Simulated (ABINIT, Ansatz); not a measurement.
Computed results, one entry a study.

```
! title: How the form of the self-energy moves the gap of LiH (Fm-3m)
! method: RPA screening on PBE, plane waves, norm-conserving pseudopotentials (and 2 further levels or steps)
! program: ABINIT 10.8.3
! settings: cutoff 33 Ha, PseudoDojo scalar-relativistic 0.4.1 standard, norm-conserving, ngkpt (8, 8, 8), nband 127, ecuteps 10.4 Ha, inclvkb 2, shiftk (0, 0, 0), symchi 1, awtr 1, frequency ppm, 8×8×8 k-mesh
! cost: 5 runs, 95 s in all on 8 MPI ranks of Intel Xeon Platinum 8488C (Sapphire Rapids), shared host
! notes: The database entry behind the starting cell differs from other determinations of this structure. The program’s warnings: nkpt*nsppol () is not a multiple of nproc spkpt (). The cell and positions come from the Crystallography Open Database and are kept as given unless a step says otherwise.
! G0W0, Godby-Needs plasmon pole: 4.970 eV
! G0W0, Hybertsen-Louie plasmon pole: 4.935 eV
! G0W0, von der Linden-Horsch plasmon pole: 5.013 eV
! known limits: short of the basis limit
CELL_PARAMETERS angstrom
0.00000 2.03675 2.03675
2.03675 0.00000 2.03675
2.03675 2.03675 0.00000
ATOMIC_POSITIONS crystal
Li 0.00000 0.00000 0.00000
H 0.50000 0.50000 0.50000
```

[Long decimals in the printed logs are rounded to 6 places.]

[Logs are printed without paths, hosts, clocks, repeated set-up lines and the standing remarks that a program may print on its own settings, such as how far it seeks lower states.]

[Paths, hosts, dates, memory and timing lines, banners, echoed tables and standing remarks are left out of the program output; an Ansatz launch command may be rebuilt from the run's recorded settings. Measured values are a selection of at most five: reports struck by readers or far from the other reports are left out. None is set beside runs whose start may be inverted or whose files or cutoffs have a known fault.]

[Runs of the session that timed out or met a known fault of the program may be left out.]

[Hosts, paths, dates, database ids (printed as entryN), source tags and the programs' standing remarks are cut or masked in the printed files.]

[G0W0 gaps are taken among the corrected bands and points alone; a level outside them can change the order at an edge.]

[Where Ansatz stands beside ABINIT at settings called matched, ABINIT's density can come from a denser mesh and the files from another edition; pairs whose starting gaps differed by over 0.03 eV were left out, so agreement reads better than it is.]
